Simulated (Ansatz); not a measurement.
In doubt: masses and optical values from hybrid runs of this build are listed as unsure, which bears on the screening that GW takes from such a start.

Rows from a G0W0 calculation on Al2O3 (Corundum) (Ansatz 0.2.0; G0W0 on PBE0, plane waves, PAW; 4×4×4 mesh, 505 empty bands, screening to 190 eV, hard PAW files), in eV. Spin-orbit coupling is left out.

```csv
row,Σx,Σc,Vxc,Z
A,-9.48,-4.44,-14.71,0.87
B,-7.59,-4.12,-12.27,0.88
C,-26.96,3.47,-23.06,0.84
D,-27.01,3.50,-23.05,0.84
E,-10.86,-3.82,-15.32,0.88
```

Question: Which rows are filled states and which are empty ones, and how can one tell?

Filled: C and D. Empty: A, B and E. The sign of Σc tells: for a filled state bare exchange, which holds its interaction with itself, lies below Vxc (Σx − Vxc is -3.9 eV or lower here) and screening gives part back as a positive Σc. For an empty state Σx lies above Vxc (+4.5 eV or more) and the Coulomb hole leaves Σc negative.

[Paths, hosts, dates, memory and timing lines, banners, echoed tables and standing remarks are left out of the program output.]

[Logs are printed without paths, hosts, clocks, repeated set-up lines and the standing remarks that a program may print on its own settings, such as how far it seeks lower states.]

[Runs of the session that timed out or met a known fault of the program may be left out.]

[Cells called generated may have been cut or substituted from an entry of the Crystallography Open Database or the Materials Project.]

[Hosts, paths, dates, database ids (printed as entryN), source tags and the programs' standing remarks are cut or masked in the printed files.]
